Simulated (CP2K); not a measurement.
Two runs for the S L₂,₃ edge of 2-silylthiazole. Run A: CP2K XAS_TDP, all-electron GAPW, PBEh(45%), aug-pc-1, TDA, ZORA, spin–orbit coupling. Run B differs in one setting.

First lines with a strength over 0.0003. A:

```csv
atom,energy (eV),states,"strength, one atom"
S6 (bonded to 2 C),163.44,1,0.0004
,163.81,1,0.0026
,164.11,1,0.0022
,164.54,2,0.0003
,164.91,1,0.0020
```

B:

```
              atom  energy (eV)  states  strength, one atom
S6 (bonded to 2 C)       163.37       1              0.0004
                         163.40       2              0.0003
                         163.42       3              0.0004
                         163.63       1              0.0052
                         163.94       1              0.0044
```

Q: Which was it: the functional, GW2X switched on, the basis?

The basis (basis from aug-pc-1 to pc-2; the lines alone don't name the new value). A basis moves diffuse and continuum lines far more than the leading valence line. The lowest line over the strength cut lies at 163.37 eV, against 163.44 eV (PBEh(45%), aug-pc-1).

[Banner, clock and machine lines of the logs are left out without a mark of their own.]

[Logs are printed without paths, hosts, clocks, repeated set-up lines and the standing remarks that a program may print on its own settings, such as how far it seeks lower states.]

[Hosts, paths, dates, database ids (printed as entryN), source tags and the programs' standing remarks are cut or masked in the printed files.]
